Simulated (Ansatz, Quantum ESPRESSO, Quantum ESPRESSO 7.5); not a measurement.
## Evanescent states of SrO, rock salt type, lattice constant set to 5.274 Å

Aim: how fast states decay in the gap of SrO, rock salt type, lattice constant set to 5.274 Å.

Calculated with Quantum ESPRESSO 7.5; plane-wave DFT, LDA, GBRV ultrasoft pseudopotentials (cross-check by Ansatz 0.2.0 with PAW datasets).

### 1. Set-up

It takes space group Fm-3m (No. 225, cubic). Conventional cell: a = 5.274 Å, b = 5.274 Å, c = 5.274 Å, α = 90.00°, β = 90.00°, γ = 90.00°. Nearest to Sr lie 6 O at 2.64 Å. Nearest to O lie 6 Sr at 2.64 Å. Farther neighbours and most contacts between anions are not listed.

Coordinates:

```cif
data_structure
_symmetry_space_group_name_H-M 'Fm-3m'
_symmetry_Int_Tables_number 225
_cell_length_a 5.2740
_cell_length_b 5.2740
_cell_length_c 5.2740
_cell_angle_alpha 90.000
_cell_angle_beta 90.000
_cell_angle_gamma 90.000
_cell_volume 146.70
loop_
_atom_site_label
_atom_site_type_symbol
_atom_site_symmetry_multiplicity
_atom_site_Wyckoff_symbol
_atom_site_fract_x
_atom_site_fract_y
_atom_site_fract_z
_atom_site_occupancy
Sr1 Sr 4 a 0.00000 0.00000 0.00000 1
O1 O 4 b 0.00000 0.50000 0.00000 1
```

### 2. SCF with pw.x

pwcond needs a cell whose third axis lies along the current and stands perpendicular to the other two.

scf.in reads:

```
&control
  prefix = 'scf'
  outdir = './out'
  pseudo_dir = './pseudo'
  calculation = 'scf'
  tprnfor = .true.
/
&system
  ibrav = 0
  nat = 4
  ntyp = 2
  ecutwfc = 40
  ecutrho = 200
  occupations = 'fixed'
  nbnd = 20
/
&electrons
  conv_thr = 1e-09
  mixing_beta = 0.6
  electron_maxstep = 120
/
ATOMIC_SPECIES
  Sr  87.6200  sr_lda_v1.uspp.F.UPF
  O   15.9990  o_lda_v1.2.uspp.F.UPF
CELL_PARAMETERS angstrom
  3.72928116397785 0.00000000000000 0.00000000000000
  0.00000000000000 3.72928116397785 0.00000000000000
  0.00000000000000 0.00000000000000 5.27400000000000
ATOMIC_POSITIONS crystal
  Sr  0.000000000000 0.000000000000 0.000000000000
  O   0.500000000000 0.500000000000 0.000000000000
  Sr  0.500000000000 0.500000000000 0.500000000000
  O   0.000000000000 0.000000000000 0.500000000000
K_POINTS automatic
  6 6 6 0 0 0
```

Command:

```
OMP_NUM_THREADS=1 mpirun -n 2 pw.x -nk 2 -in scf.in > scf.out
```

What it wrote:

```text
Program PWSCF v.7.5 starts
[citation notice left out]

     Parallel version (MPI & OpenMP), running on       2 processor cores
     Number of MPI processes:                 2
     Threads/MPI process:                     1

     MPI processes distributed on     1 nodes
[...]
Current dimensions of program PWSCF are:
     Max number of different atomic species (ntypx) = 10
     Max number of k-points (npk) =  40000
     Max angular momentum in pseudopotentials (lmaxx) =  4
     Found identity + ( -0.5000 -0.5000 -0.5000) symmetry
     This is a supercell, fractional translations are disabled
     Message from routine setup:
     using ibrav=0 with symmetry is DISCOURAGED, use correct ibrav instead

     K-points division:     npool     =       2
     Subspace diagonalization in iterative solution of the eigenvalue problem:
     a serial algorithm will be used

     G-vector sticks info
     --------------------
     sticks:   dense  smooth     PW     G-vecs:    dense   smooth      PW
     Sum         793     633    193                23613    16873    2887

     Using Slab Decomposition

     bravais-lattice index     =            0
     lattice parameter (alat)  =       7.0473  a.u.
     unit-cell volume          =     494.9792 (a.u.)^3
     number of atoms/cell      =            4
     number of atomic types    =            2
     number of electrons       =        32.00
     number of Kohn-Sham states=           20
     kinetic-energy cutoff     =      40.0000  Ry
     charge density cutoff     =     200.0000  Ry
     scf convergence threshold =      1.0E-09
     mixing beta               =       0.6000
     number of iterations used =            8  plain     mixing
     Exchange-correlation= SLA  PZ   NOGX NOGC
                           (   1   1   0   0   0   0   0)

     celldm(1)=   7.047320  celldm(2)=   0.000000  celldm(3)=   0.000000
     celldm(4)=   0.000000  celldm(5)=   0.000000  celldm(6)=   0.000000

     crystal axes: (cart. coord. in units of alat)
               a(1) = (   1.000000   0.000000   0.000000 )
               a(2) = (   0.000000   1.000000   0.000000 )
               a(3) = (   0.000000   0.000000   1.414214 )

     reciprocal axes: (cart. coord. in units 2 pi/alat)
               b(1) = (  1.000000  0.000000  0.000000 )
               b(2) = (  0.000000  1.000000  0.000000 )
               b(3) = (  0.000000  0.000000  0.707107 )

     PseudoPot. # 1 for Sr read from file:
     ./pseudo/sr_lda_v1.uspp.F.UPF
     Pseudo is Ultrasoft + core correction, Zval = 10.0
     Generated by new atomic code, or converted to UPF format
     Using radial grid of  883 points,  6 beta functions with:
                l(1) =   0
                l(2) =   0
                l(3) =   1
                l(4) =   1
                l(5) =   2
                l(6) =   2
     Q(r) pseudized with  6 coefficients,  rinner =    1.400   1.400   1.400
                                                       1.400   1.400

     PseudoPot. # 2 for O  read from file:
     ./pseudo/o_lda_v1.2.uspp.F.UPF
     Pseudo is Ultrasoft + core correction, Zval =  6.0
     Generated by new atomic code, or converted to UPF format
     Using radial grid of  737 points,  5 beta functions with:
                l(1) =   0
                l(2) =   0
                l(3) =   1
                l(4) =   1
                l(5) =   2
     Q(r) pseudized with  8 coefficients,  rinner =    0.900   0.900   0.900
                                                       0.900   0.900

     atomic species   valence    mass     pseudopotential
     Sr               10.00    87.62000     Sr( 1.00)
     O                 6.00    15.99900     O ( 1.00)

     16 Sym. Ops., with inversion, found

   Cartesian axes

     site n.     atom                  positions (alat units)
         1        Sr     tau(   1) = (   0.0000000   0.0000000   0.0000000  )
         2        O      tau(   2) = (   0.5000000   0.5000000   0.0000000  )
         3        Sr     tau(   3) = (   0.5000000   0.5000000   0.7071068  )
         4        O      tau(   4) = (   0.0000000   0.0000000   0.7071068  )

     number of k points=    40
                       cart. coord. in units 2pi/alat
        k(    1) = (   0.0000000   0.0000000   0.0000000), wk =   0.0092593
        k(    2) = (   0.0000000   0.0000000   0.1178511), wk =   0.0185185
        k(    3) = (   0.0000000   0.0000000   0.2357023), wk =   0.0185185
        k(    4) = (   0.0000000   0.0000000  -0.3535534), wk =   0.0092593
        k(    5) = (   0.0000000   0.1666667   0.0000000), wk =   0.0370370
        k(    6) = (   0.0000000   0.1666667   0.1178511), wk =   0.0740741
        k(    7) = (   0.0000000   0.1666667   0.2357023), wk =   0.0740741
        k(    8) = (   0.0000000   0.1666667  -0.3535534), wk =   0.0370370
        k(    9) = (   0.0000000   0.3333333   0.0000000), wk =   0.0370370
        k(   10) = (   0.0000000   0.3333333   0.1178511), wk =   0.0740741
[...]
k(   40) = (  -0.5000000  -0.5000000  -0.3535534), wk =   0.0092593

     Dense  grid:    23613 G-vectors     FFT dimensions: (  32,  32,  45)

     Smooth grid:    16873 G-vectors     FFT dimensions: (  30,  30,  45)

     Estimated max dynamical RAM per process >      65.89 MB

     Estimated total dynamical RAM >     126.02 MB

     Check: negative core charge=   -0.000003

     Initial potential from superposition of free atoms

     starting charge      31.9459, renormalised to      32.0000

     negative rho (up, down):  1.241E-01 0.000E+00
     Starting wfcs are   34 randomized atomic wfcs

     total cpu time spent up to now is        1.3 secs

     per-process dynamical memory:    37.3 Mb

     Self-consistent Calculation

     iteration #  1     ecut=    40.00 Ry     beta= 0.60
     Davidson diagonalization with overlap
     ethr =  1.00E-02,  avg # of iterations =  2.0

     negative rho (up, down):  1.254E-01 0.000E+00

     total cpu time spent up to now is        2.0 secs

     total energy              =    -204.81330769 Ry
     estimated scf accuracy    <       1.52250710 Ry

     iteration #  2     ecut=    40.00 Ry     beta= 0.60
[...]
negative rho (up, down):  1.267E-01 0.000E+00

[...]
total energy              =    -204.89745589 Ry
     estimated scf accuracy    <       3.39435317 Ry

     iteration #  3     ecut=    40.00 Ry     beta= 0.60
[...]
negative rho (up, down):  1.319E-01 0.000E+00

[...]
total energy              =    -205.52330629 Ry
     estimated scf accuracy    <       0.02587928 Ry

     iteration #  4     ecut=    40.00 Ry     beta= 0.60
[...]
negative rho (up, down):  1.294E-01 0.000E+00

[...]
total energy              =    -205.52760483 Ry
     estimated scf accuracy    <       0.02134011 Ry

     iteration #  5     ecut=    40.00 Ry     beta= 0.60
[...]
negative rho (up, down):  1.297E-01 0.000E+00

[...]
total energy              =    -205.52905409 Ry
     estimated scf accuracy    <       0.00223044 Ry

     iteration #  6     ecut=    40.00 Ry     beta= 0.60
[...]
negative rho (up, down):  1.298E-01 0.000E+00

[...]
total energy              =    -205.52984392 Ry
     estimated scf accuracy    <       0.00032878 Ry

     iteration #  7     ecut=    40.00 Ry     beta= 0.60
[...]
negative rho (up, down):  1.296E-01 0.000E+00

[...]
total energy              =    -205.52957913 Ry
     estimated scf accuracy    <       0.00078358 Ry

     iteration #  8     ecut=    40.00 Ry     beta= 0.60
[...]
negative rho (up, down):  1.296E-01 0.000E+00

[...]
total energy              =    -205.52969296 Ry
     estimated scf accuracy    <       0.00000453 Ry

     iteration #  9     ecut=    40.00 Ry     beta= 0.60
[...]
negative rho (up, down):  1.296E-01 0.000E+00

[...]
total energy              =    -205.52969538 Ry
     estimated scf accuracy    <       0.00000156 Ry

     iteration # 10     ecut=    40.00 Ry     beta= 0.60
[...]
negative rho (up, down):  1.296E-01 0.000E+00

[...]
total energy              =    -205.52969551 Ry
     estimated scf accuracy    <       0.00000020 Ry

     iteration # 11     ecut=    40.00 Ry     beta= 0.60
[...]
negative rho (up, down):  1.296E-01 0.000E+00

[...]
total energy              =    -205.52969549 Ry
     estimated scf accuracy    <       0.00000009 Ry

     iteration # 12     ecut=    40.00 Ry     beta= 0.60
[...]
negative rho (up, down):  1.296E-01 0.000E+00

[...]
total energy              =    -205.52969550 Ry
     estimated scf accuracy    <          4.4E-09 Ry

     iteration # 13     ecut=    40.00 Ry     beta= 0.60
[...]
negative rho (up, down):  1.296E-01 0.000E+00

[...]
End of self-consistent calculation

          k = 0.0000 0.0000 0.0000 (  2101 PWs)   bands (ev):

   -25.5444 -25.4121  -8.0631  -7.7950  -7.7311  -7.5740  -7.5740  -7.2720
    -7.2720  -7.2720   6.2948   6.6979   6.6979   6.8208   6.8209   6.8209
    10.0196  10.1278  12.8189  12.8189

          k = 0.0000 0.0000 0.1179 (  2080 PWs)   bands (ev):

   -25.5354 -25.4209  -8.3452  -8.0835  -7.5541  -7.5541  -7.3561  -7.2926
    -7.2926  -6.9815   6.0989   6.4336   6.6866   6.6866   6.7869   6.7869
    10.1420  10.5226  12.4941  13.0939

          k = 0.0000 0.0000 0.2357 (  2088 PWs)   bands (ev):

   -25.5110 -25.4449  -8.5771  -8.4263  -7.4995  -7.4995  -7.3485  -7.3485
    -6.8960  -6.6716   5.7198   5.8205   6.6674   6.6674   6.7186   6.7186
    10.5022  11.2863  11.7942  12.9742

          k = 0.0000 0.0000-0.3536 (  2124 PWs)   bands (ev):

   -25.4778 -25.4778  -8.6058  -8.6058  -7.4244  -7.4244  -7.4244  -7.4244
    -6.6296  -6.6296   5.5480   5.5480   6.6719   6.6719   6.6719   6.6719
    11.0748  11.0748  12.1155  12.1155

          k = 0.0000 0.1667 0.0000 (  2082 PWs)   bands (ev):

   -25.5270 -25.4122  -8.3284  -8.2751  -8.0013  -7.5355  -7.3141  -7.2725
    -6.9815  -6.8217   6.2651   6.2671   6.2847   6.4886   6.5666   6.7474
    10.6902  10.8950  12.5358  13.0484

          k = 0.0000 0.1667 0.1179 (  2099 PWs)   bands (ev):

   -25.5191 -25.4198  -8.5616  -8.4316  -7.7664  -7.5180  -7.2902  -7.2902
    -6.8776  -6.6985   6.0185   6.1073   6.3130   6.4737   6.5361   6.5362
    10.8003  11.2522  12.5887  13.3121

[...]
highest occupied, lowest unoccupied level (ev):     6.8209   10.0196

!    total energy              =    -205.52969551 Ry
     estimated scf accuracy    <          7.2E-11 Ry

     The total energy is the sum of the following terms:
     one-electron contribution =     -38.15117848 Ry
     hartree contribution      =      34.92176794 Ry
     xc contribution           =     -50.93007926 Ry
     ewald contribution        =    -151.37020571 Ry

     convergence has been achieved in  13 iterations

     negative rho (up, down):  1.296E-01 0.000E+00

     Forces acting on atoms (cartesian axes, Ry/au):

     atom    1 type  1   force =     0.00000000    0.00000000    0.00000000
     atom    2 type  2   force =     0.00000000    0.00000000    0.00000000
     atom    3 type  1   force =     0.00000000    0.00000000    0.00000000
     atom    4 type  2   force =     0.00000000    0.00000000    0.00000000

     Total force =     0.000000     Total SCF correction =     0.000000

[...]
=------------------------------------------------------------------------------=
   JOB DONE.
=------------------------------------------------------------------------------=
```

Run time: 13 s. Hardware: 2 MPI ranks of Intel Xeon Platinum 8375C at 2.90GHz (Ice Lake), shared host; peak memory 0.22 GiB.

Read from the output:

```
free energy                          : -2796.3740 eV
valence top, on the run's zero       : 6.821 eV
conduction bottom, on the run's zero : 10.02 eV
gap by band count                    : 3.199 eV
```

The program's own clock; routines nest. Time by routine:

| routine | wall time (s) | calls |
| --- | --- | --- |
| PWSCF | 11.78 | 1 |
| electrons | 10.35 | 1 |
| c_bands | 8.16 | 13 |
| cegterg | 7.14 | 260 |
| h_psi | 5.69 | 998 |
| fftw | 5.17 | 32206 |
| vloc_psi | 4.84 | 998 |
| sum_band | 1.73 | 13 |
| init_run | 1.15 | 1 |
| calbec | 0.63 | 1338 |
| wfcinit | 0.49 | 1 |
| newd | 0.47 | 14 |
| h_psi:calbec | 0.44 | 998 |
| s_psi | 0.37 | 998 |

The run needed 13 iterations to bring the estimated error under 1e-09 Ry.

(Part 1 of 4 ends here.)

[Logs are printed without paths, hosts, clocks, repeated set-up lines and the standing remarks that a program may print on its own settings, such as how far it seeks lower states.]

[Hosts, paths, dates, database ids (printed as entryN), source tags and the programs' standing remarks are cut or masked in the printed files.]

[Maps of the electrostatic potential energy from Ansatz leave out the sawtooth potential of an applied field or a dipole correction, so their vacuum need not be flat; planar profiles and work functions include it.]
